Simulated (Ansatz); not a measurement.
## GaAs wire along [110], 10 atoms a period, H-terminated: bands under strain

Aim: is the GaAs wire along [110], 10 atoms a period, H-terminated a metal or a semiconductor?

Program: Ansatz 0.2.0. Level of theory: DFT PBE, plane waves, PAW; relaxation of a wire's period, in the first sound run; inputs show where later runs differ. Results are calculated unless marked as measured.

Report form: the programs' logs are mostly left out.

## 1. The structure

The cell holds 20 atoms: 10 H, 5 Ga and 5 As. Cell: a = 15.795 Å, b = 15.479 Å, c = 4.066 Å, α = 90.0°, β = 90.0°, γ = 90.0°. Vacuum lies along a and b. The structure's axis is c.

## 2. Relaxation of atoms and period

Band widths follow the bond lengths, so the wire is relaxed first. The atoms and the third cell vector are free; the box across stays fixed as vacuum. A Fermi-Dirac smearing is set since the result may be a metal. The pressure printed is a third of the stress's trace over the whole box, vacuum included; only the stress along the axis is relaxed.

File input.yaml:

```yaml
crystal:
  lattice:
    - [15.795, 0.0, 0.0]
    - [0.0, 15.479, 0.0]
    - [0.0, 0.0, 4.0658639918]
  atoms:
    - { symbol: H, position: [0.305171225, 0.350987273, 0.0] }
    - { symbol: Ga, position: [0.362924528, 0.434330163, 0.0] }
    - { symbol: As, position: [0.635953968, 0.302995323, 0.0] }
    - { symbol: H, position: [0.692610689, 0.221234892, 0.0] }
    - { symbol: Ga, position: [0.726963781, 0.434330163, 0.0] }
    - { symbol: H, position: [0.215257993, 0.565665004, 0.311267102] }
    - { symbol: H, position: [0.784717084, 0.434330163, 0.317291626] }
    - { symbol: As, position: [0.453934341, 0.696999844, 0.5] }
    - { symbol: As, position: [0.453934341, 0.434330163, 0.5] }
    - { symbol: H, position: [0.487190851, 0.219652432, 0.5] }
    - { symbol: H, position: [0.510591063, 0.778760274, 0.5] }
    - { symbol: Ga, position: [0.544944154, 0.302995323, 0.5] }
    - { symbol: Ga, position: [0.544944154, 0.565665004, 0.5] }
    - { symbol: H, position: [0.784717084, 0.434330163, 0.682708374] }
    - { symbol: H, position: [0.215257993, 0.565665004, 0.688732898] }
    - { symbol: As, position: [0.271914715, 0.565665004, 0.0] }
    - { symbol: H, position: [0.305171225, 0.780342734, 0.0] }
    - { symbol: Ga, position: [0.362924528, 0.696999844, 0.0] }
    - { symbol: As, position: [0.635953968, 0.565665004, 0.0] }
    - { symbol: H, position: [0.692610689, 0.647425434, 0.0] }
kpoints:
  mp_grid: { grid: [1, 1, 20] }
scf:
  occupations: { method: fermi_dirac, width: 0.05 }
hamiltonian:
  xc: pbe
relax:
  cell: { fix: [a, b, alpha, beta, gamma] }
  max_steps: 45
  f_tol: 0.03
```

Command:

```sh
$ ansatz run input.yaml --threads 4 --pin off --max-ram 16384MiB --backend cpu --events-out ev --progress --plain --runs-dir out
```

Wall time 3.5 min (4 threads of Arm Neoverse V1, shared host); peak memory 2.4 GiB; 14 min of CPU time.

Step by step:

```
step  energy less that of the first step (eV)  largest force component (eV/Å)  pressure (GPa)  volume (Å³)
   1                                   0.0000                          1.1480           -0.02       994.07
   2                                  -0.7142                          0.5226           -0.07      1009.32
   3                                  -0.7840                          0.2650           -0.02      1022.94
   4                                  -0.7939                          0.0460           -0.01      1024.42
   5                                  -0.7988                          0.0486            0.02      1022.74
   6                                  -0.8021                          0.0344            0.00      1022.48
   7                                  -0.8029                          0.0243            0.00      1022.89
  8*                                  -0.8084                          0.0245            0.00      1022.89
```

Relaxation steps marked * repeat the geometry before them on a plane-wave basis chosen anew for their cell, so energy and pressure can jump there.

Forces are held to the 2 operations that the run works with; a distortion that breaks them can't arise in this run.

```
cell as run  before  after  change
      c (Å)   4.066  4.184  +2.9 %
```

The atoms that moved most (Å, along periodic axes as changes of fractional coordinates times the final cell, across vacuum about the mean position):

```
atom      dx      dy      dz  length
 H20  -0.303  -0.078   0.000   0.313
As16   0.259   0.012   0.000   0.259
  H4  -0.146   0.185   0.000   0.235
 H15   0.131   0.075   0.180   0.235
  H6   0.131   0.075  -0.180   0.235
 Ga5   0.228   0.006   0.000   0.228
 As3  -0.060   0.213   0.000   0.222
 Ga2   0.032  -0.207   0.000   0.209
```

Numbers from this step:

```yaml
cell_length_along_the_wire: 4.184 Å
```

The cell's length comes to 4.184 Å with spin left out.

## 3. The perfect wire

This step: DFT PBE, plane waves, PAW; bands of a perfect wire (Ansatz 0.2.0).

At the relaxed period the bands are computed along the axis; those that cross an energy going forward count the channels that a perfect wire would open there.

File input.yaml:

```yaml
crystal:
  lattice:
    - [15.795, 0.0, 0.0]
    - [0.0, 15.479, 0.0]
    - [0.0, 0.0, 4.1837731436]
  atoms:
    - { symbol: H, position: [0.296295108, 0.348136636, 0.0] }
    - { symbol: Ga, position: [0.364939113, 0.420970045, 0.0] }
    - { symbol: As, position: [0.632133176, 0.316769586, 0.0] }
    - { symbol: H, position: [0.683397816, 0.23318601, 0.0] }
    - { symbol: Ga, position: [0.741410578, 0.434724451, 0.0] }
    - { symbol: H, position: [0.223539786, 0.570530934, 0.268301486] }
    - { symbol: H, position: [0.788344564, 0.440010104, 0.322658995] }
    - { symbol: As, position: [0.4491864, 0.690439206, 0.5] }
    - { symbol: As, position: [0.45154251, 0.429881753, 0.5] }
    - { symbol: H, position: [0.490806551, 0.214117429, 0.5] }
    - { symbol: H, position: [0.507984524, 0.768485176, 0.5] }
    - { symbol: Ga, position: [0.545714698, 0.298613795, 0.5] }
    - { symbol: Ga, position: [0.542685494, 0.559516746, 0.5] }
    - { symbol: H, position: [0.788344564, 0.440010104, 0.677341005] }
    - { symbol: H, position: [0.223539786, 0.570530934, 0.731698514] }
    - { symbol: As, position: [0.288288858, 0.566457475, 0.0] }
    - { symbol: H, position: [0.303328478, 0.78975474, 0.0] }
    - { symbol: Ga, position: [0.363202539, 0.709429454, 0.0] }
    - { symbol: As, position: [0.629558826, 0.554436014, 0.0] }
    - { symbol: H, position: [0.673445004, 0.642368615, 0.0] }
kpoints:
  mp_grid: { grid: [1, 1, 20] }
  band_path: { path: ["Γ", Z], npoints: 90 }
scf:
  occupations: { method: fermi_dirac, width: 0.05 }
hamiltonian:
  xc: pbe
output:
  dos: { e_range: [-5, 4] }
  write_potential: true
  write_density: true
  volumetric_format: npy
```

Run time: 3.6 min. Hardware: 4 threads; peak memory 5 GiB.

This step gave:

* band gap: 1.099 eV

Electronic bands along the path, in eV, zero at the Fermi level; v1 is the highest filled band, c1 the lowest empty one:

```
  point     v4     v3     v2     v1    c1    c2    c3    c4
      Γ  -2.01  -1.90  -1.71  -0.55  0.55  0.79  0.86  1.10
halfway  -2.49  -2.29  -2.18  -1.57  1.73  2.00  2.09  2.26
      Z  -2.71  -2.52  -2.49  -2.10  1.27  1.66  1.98  2.19
```

The gap is 1.10 eV, with spin left out.

On this path the gap is direct, 1.10 eV, with the valence top at Γ and the conduction bottom at Γ.

## 4. Strain along the wire, period over the relaxed period 0.96, k-mesh 1×1×15

This step: DFT PBE, plane waves, PAW; relaxation at a fixed period (Ansatz 0.2.0).

The period is set to 0.96 times the relaxed one and the atoms relax within it: strain changes bond lengths and angles, which shifts the bands against each other. Against the first PBE run of this kind, the mesh along the wire has 15 points against 20.

The cell differs from the one that the last finished run ended in (c 4.184 → 4.016 Å).

Edit input.yaml of step 3 so:

```diff
@@ -4,3 +4,3 @@
     - [0.0, 15.479, 0.0]
-    - [0.0, 0.0, 4.1837731436]
+    - [0.0, 0.0, 4.0164222179]
   atoms:
@@ -27,3 +27,3 @@
 kpoints:
-  mp_grid: { grid: [1, 1, 20] }
+  mp_grid: { grid: [1, 1, 15] }
   band_path: { path: ["Γ", Z], npoints: 90 }
@@ -33,6 +33,6 @@
   xc: pbe
+relax:
+  max_steps: 40
+  f_tol: 0.02
 output:
-  dos: { e_range: [-5, 4] }
-  write_potential: true
-  write_density: true
-  volumetric_format: npy
+  stress: true
```

Elapsed: 3.9 min, on 4 threads; peak memory 4.9 GiB; 15 min of CPU time.

The steps of the relaxation:

```
step  energy less that of the first step (eV)  largest force component (eV/Å)
   1                                   0.0000                          0.6107
   2                                  -0.0752                          0.2909
   3                                  -0.0812                          0.0528
   4                                  -0.0819                          0.0088
```

Forces are held to the 2 operations that the run works with; a distortion that breaks them can't arise in this run.

The atoms that moved most (Å):

```
atom      dx      dy      dz  length
 H14   0.070  -0.011  -0.027   0.076
  H7   0.070  -0.011   0.027   0.076
  H1  -0.064   0.026   0.000   0.069
  H6  -0.047   0.008   0.035   0.059
 H15  -0.047   0.008  -0.035   0.059
As19   0.052  -0.004   0.000   0.052
 H17  -0.049   0.009   0.000   0.050
 As3   0.045  -0.012   0.000   0.047
```

Final coordinates:

```xyz
20
Lattice="15.7950 0.0000 0.0000 0.0000 15.4790 0.0000 0.0000 0.0000 4.0164" Properties=species:S:1:pos:R:3
H     4.6158    5.4150    0.0000
Ga    5.7199    6.5208    0.0000
As   10.0298    4.8916    0.0000
H    10.8367    3.5969    0.0000
Ga   11.7463    6.7217    0.0000
H     3.4835    8.8393    1.1121
H    12.5217    6.8001    1.3227
As    7.1047   10.6898    2.0082
As    7.1449    6.6470    2.0082
H     7.7215    3.3092    2.0082
H     8.0244   11.9037    2.0082
Ga    8.6122    4.5978    2.0082
Ga    8.5684    8.6589    2.0082
H    12.5217    6.8001    2.6937
H     3.4835    8.8393    2.9043
As    4.5156    8.7798    0.0000
H     4.7419   12.2334    0.0000
Ga    5.6928   10.9965    0.0000
As    9.9959    8.5785    0.0000
H    10.6743    9.9453    0.0000
```

This step gave:

```yaml
band_gap: 0.9703 eV
```

Electronic bands along the path, in eV, zero at the Fermi level; v1 is the highest filled band, c1 the lowest empty one:

```
  point     v4     v3     v2     v1    c1    c2    c3    c4
      Γ  -2.51  -2.02  -1.82  -0.48  0.49  0.76  0.89  1.01
halfway  -2.94  -2.74  -2.64  -1.92  1.30  1.63  1.70  1.86
      Z  -3.25  -2.97  -2.93  -2.54  0.72  1.17  1.57  1.74
```

The gap is 0.970 eV, against 1.10 eV under PBE at the relaxed period.

## 5. Strain along the wire, period over the relaxed period 0.98, k-mesh 1×1×15

The period is set to 0.98 times the relaxed one and the atoms relax within it: strain changes bond lengths and angles, which shifts the bands against each other. Against the first PBE run of this kind, the mesh along the wire has 15 points against 20.

The cell differs from the one that the last finished run ended in (c 4.016 → 4.100 Å).

Edit input.yaml of step 4 so:

```diff
@@ -4,3 +4,3 @@
     - [0.0, 15.479, 0.0]
-    - [0.0, 0.0, 4.0164222179]
+    - [0.0, 0.0, 4.1000976808]
   atoms:
```

It took 3.9 min on 4 threads; peak memory 5 GiB.

Step by step:

```
step  energy less that of the first step (eV)  largest force component (eV/Å)
   1                                   0.0000                          0.2913
   2                                  -0.0179                          0.1464
   3                                  -0.0195                          0.0225
   4                                  -0.0197                          0.0046
```

Forces are held to the 2 operations that the run works with; a distortion that breaks them can't arise in this run.

The atoms that moved most (Å):

```
atom      dx      dy      dz  length
  H1  -0.034   0.017   0.000   0.038
  H7   0.030  -0.005   0.015   0.034
 H14   0.030  -0.005  -0.015   0.034
  H6  -0.023   0.003   0.018   0.029
 H15  -0.023   0.003  -0.018   0.029
  H4   0.027  -0.004   0.000   0.028
 As3   0.023  -0.007   0.000   0.024
 H17  -0.023   0.007   0.000   0.024
```

Final coordinates:

```xyz
20
Lattice="15.7950 0.0000 0.0000 0.0000 15.4790 0.0000 0.0000 0.0000 4.1001" Properties=species:S:1:pos:R:3
H     4.6458    5.4056    0.0000
Ga    5.7434    6.5190    0.0000
As   10.0075    4.8962    0.0000
H    10.8215    3.6055    0.0000
Ga   11.7257    6.7277    0.0000
H     3.5083    8.8347    1.1176
H    12.4821    6.8062    1.3380
As    7.0998   10.6883    2.0500
As    7.1402    6.6473    2.0500
H     7.7374    3.3085    2.0500
H     8.0264   11.8973    2.0500
Ga    8.6178    4.6053    2.0500
Ga    8.5688    8.6583    2.0500
H    12.4821    6.8062    2.7621
H     3.5083    8.8347    2.9825
As    4.5359    8.7756    0.0000
H     4.7682   12.2314    0.0000
Ga    5.7159   10.9909    0.0000
As    9.9675    8.5812    0.0000
H    10.6532    9.9448    0.0000
```

The gap is 1.05 eV, against 1.10 eV under PBE at the relaxed period.

## 6. At a strained period, period over the relaxed period 1.02, k-mesh 1×1×15

The period is set to 1.02 times the relaxed one and the atoms relax within it: strain changes bond lengths and angles, which shifts the bands against each other. Against the first PBE run of this kind, the mesh along the wire has 15 points against 20.

The cell differs from the one that the last finished run ended in (c 4.100 → 4.267 Å).

Edit input.yaml of step 5 so:

```diff
@@ -4,3 +4,3 @@
     - [0.0, 15.479, 0.0]
-    - [0.0, 0.0, 4.1000976808]
+    - [0.0, 0.0, 4.2674486065]
   atoms:
```

Elapsed: 4 min, on 4 threads; peak memory 5.2 GiB.

The steps of the relaxation:

```
step  energy less that of the first step (eV)  largest force component (eV/Å)
   1                                   0.0000                          0.2520
   2                                  -0.0151                          0.1422
   3                                  -0.0179                          0.0169
   4                                  -0.0179                          0.0167
```

Forces are held to the 2 operations that the run works with; a distortion that breaks them can't arise in this run.

The atoms that moved most (Å):

```
atom      dx      dy      dz  length
 H14  -0.042   0.008   0.017   0.046
  H7  -0.042   0.008  -0.017   0.046
As19  -0.034   0.008   0.000   0.035
 Ga5  -0.032   0.010   0.000   0.034
 H15   0.026  -0.007   0.019   0.033
  H6   0.026  -0.007  -0.019   0.033
 H17   0.030   0.002   0.000   0.031
  H1   0.027  -0.005   0.000   0.027
```

The relaxed structure:

```cif
data_structure
_symmetry_space_group_name_H-M 'P 1'
_symmetry_Int_Tables_number 1
_cell_length_a 15.7950
_cell_length_b 15.4790
_cell_length_c 4.2674
_cell_angle_alpha 90.000
_cell_angle_beta 90.000
_cell_angle_gamma 90.000
_cell_volume 1043.35
loop_
_atom_site_label
_atom_site_type_symbol
_atom_site_fract_x
_atom_site_fract_y
_atom_site_fract_z
_atom_site_occupancy
H1 H 0.29799 0.34783 0.00000 1
Ga2 Ga 0.36653 0.42082 0.00000 1
As3 As 0.63064 0.31674 0.00000 1
H4 H 0.68292 0.23379 0.00000 1
Ga5 Ga 0.73936 0.43539 0.00000 1
H6 H 0.22517 0.57006 0.26377 1
H7 H 0.78569 0.44052 0.31863 1
As8 As 0.44898 0.69046 0.50000 1
As9 As 0.45146 0.42957 0.50000 1
H10 H 0.49188 0.21369 0.50000 1
H11 H 0.50850 0.76796 0.50000 1
Ga12 Ga 0.54611 0.29862 0.50000 1
Ga13 Ga 0.54244 0.55941 0.50000 1
H14 H 0.78569 0.44052 0.68137 1
H15 H 0.22517 0.57006 0.73623 1
As16 As 0.28985 0.56630 0.00000 1
H17 H 0.30526 0.78987 0.00000 1
Ga18 Ga 0.36478 0.70925 0.00000 1
As19 As 0.62742 0.55494 0.00000 1
H20 H 0.67183 0.64257 0.00000 1
```

The gap is 1.12 eV, against 1.10 eV under PBE at the relaxed period.

## 7. Strain along the wire, period over the relaxed period 1.04, k-mesh 1×1×14

The period is set to 1.04 times the relaxed one and the atoms relax within it: strain changes bond lengths and angles, which shifts the bands against each other. Against the first PBE run of this kind, the mesh along the wire has 14 points against 20.

The cell differs from the one that the last finished run ended in (c 4.267 → 4.351 Å).

Edit input.yaml of step 6 so:

```diff
@@ -4,3 +4,3 @@
     - [0.0, 15.479, 0.0]
-    - [0.0, 0.0, 4.2674486065]
+    - [0.0, 0.0, 4.3511240694]
   atoms:
@@ -27,3 +27,3 @@
 kpoints:
-  mp_grid: { grid: [1, 1, 15] }
+  mp_grid: { grid: [1, 1, 14] }
   band_path: { path: ["Γ", Z], npoints: 90 }
```

Wall time 4.1 min (4 threads); peak memory 5.3 GiB.

The steps of the relaxation:

```
step  energy less that of the first step (eV)  largest force component (eV/Å)
   1                                   0.0000                          0.4805
   2                                  -0.0532                          0.2874
   3                                  -0.0675                          0.0339
   4                                  -0.0682                          0.0061
```

Forces are held to the 2 operations that the run works with; a distortion that breaks them can't arise in this run.

The atoms that moved most (Å):

```
atom      dx      dy      dz  length
 H14  -0.073   0.015   0.037   0.083
  H7  -0.073   0.015  -0.037   0.083
 H15   0.051  -0.009   0.039   0.065
  H6   0.051  -0.009  -0.039   0.065
As19  -0.064   0.005   0.000   0.064
  H1   0.057  -0.015   0.000   0.059
 Ga5  -0.054   0.016   0.000   0.056
 H17   0.051   0.005   0.000   0.051
```

The relaxed structure:

```cif
data_structure
_symmetry_space_group_name_H-M 'P 1'
_symmetry_Int_Tables_number 1
_cell_length_a 15.7950
_cell_length_b 15.4790
_cell_length_c 4.3511
_cell_angle_alpha 90.000
_cell_angle_beta 90.000
_cell_angle_gamma 90.000
_cell_volume 1063.81
loop_
_atom_site_label
_atom_site_type_symbol
_atom_site_fract_x
_atom_site_fract_y
_atom_site_fract_z
_atom_site_occupancy
H1 H 0.29990 0.34718 0.00000 1
Ga2 Ga 0.36794 0.42071 0.00000 1
As3 As 0.62924 0.31712 0.00000 1
H4 H 0.68214 0.23457 0.00000 1
Ga5 Ga 0.73798 0.43576 0.00000 1
H6 H 0.22677 0.56996 0.25932 1
H7 H 0.78373 0.44097 0.31420 1
As8 As 0.44855 0.69041 0.50000 1
As9 As 0.45136 0.42940 0.50000 1
H10 H 0.49284 0.21325 0.50000 1
H11 H 0.50861 0.76747 0.50000 1
Ga12 Ga 0.54628 0.29877 0.50000 1
Ga13 Ga 0.54217 0.55940 0.50000 1
H14 H 0.78373 0.44097 0.68580 1
H15 H 0.22677 0.56996 0.74068 1
As16 As 0.29126 0.56618 0.00000 1
H17 H 0.30657 0.79006 0.00000 1
Ga18 Ga 0.36595 0.70926 0.00000 1
As19 As 0.62551 0.55478 0.00000 1
H20 H 0.67039 0.64218 0.00000 1
```

The gap is 1.12 eV, against 1.10 eV under PBE at the relaxed period.

## 8. At a strained period, period over the relaxed period 1.06, k-mesh 1×1×14

The period is set to 1.06 times the relaxed one and the atoms relax within it: strain changes bond lengths and angles, which shifts the bands against each other. Against the first PBE run of this kind, the mesh along the wire has 14 points against 20.

The cell differs from the one that the last finished run ended in (c 4.351 → 4.435 Å).

Edit input.yaml of step 7 so:

```diff
@@ -4,3 +4,3 @@
     - [0.0, 15.479, 0.0]
-    - [0.0, 0.0, 4.3511240694]
+    - [0.0, 0.0, 4.4347995323]
   atoms:
```

Wall time 4.3 min (4 threads); peak memory 5.4 GiB.

Electronic bands along the path, in eV, zero at the Fermi level; v1 is the highest filled band, c1 the lowest empty one:

```
  point     v4     v3     v2     v1    c1    c2    c3    c4
      Γ  -1.51  -1.41  -1.36  -0.55  0.55  0.73  0.83  1.17
halfway  -1.93  -1.74  -1.56  -1.07  2.21  2.32  2.49  2.56
      Z  -2.09  -1.93  -1.84  -1.52  1.91  2.28  2.44  2.76
```

The gap is 1.10 eV, against 1.10 eV under PBE at the relaxed period.

## 9. The series together

Times are for 4 threads of Arm Neoverse V1, shared host. The series side by side:

```
no.  period over the relaxed period  k-mesh  pressure (GPa)  band gap (eV)     time  memory (GiB)
  1                            0.96  1×1×15          0.4060         0.9703  3.9 min           4.9
  2                            0.98  1×1×15          0.1919          1.049  3.9 min           5.0
  3                            1.02  1×1×15         -0.1613          1.115    4 min           5.2
  4                            1.04  1×1×14         -0.3044          1.117  4.1 min           5.3
  5                            1.06  1×1×14         -0.4292          1.101  4.3 min           5.4
```

## 10. Results

| Property | Result |
| --- | --- |
| cell length, PBE | 4.184 Å |
| gap, PBE | 1.10 eV |
| gap, period scaled by 0.96 | 0.970 eV |
| gap, period scaled by 0.98 | 1.05 eV |
| gap, period scaled by 1.02 | 1.12 eV |
| gap, period scaled by 1.04 | 1.12 eV |
| gap, period scaled by 1.06 | 1.10 eV |

What this shows: Under PBE the cell's length is 4.18 Å, and a gap of 1.10 eV makes it a semiconductor. Strain matters: under PBE the gap goes from 1.10 eV to 0.970 eV at 0.96 times the period, 1.05 eV at 0.98 times the period, 1.12 eV at 1.02 times the period, 1.12 eV at 1.04 times the period and 1.10 eV at 1.06 times the period. Plain hydrogen on a compound's surface is a simple closure: it may leave surface states, and facets that end in unlike atoms put a field across the wire, both of which shrink the gap.

[Logs are printed without paths, hosts, clocks, repeated set-up lines and the standing remarks that a program may print on its own settings, such as how far it seeks lower states.]

[Hosts, paths, dates, database ids (printed as entryN), source tags and the programs' standing remarks are cut or masked in the printed files.]
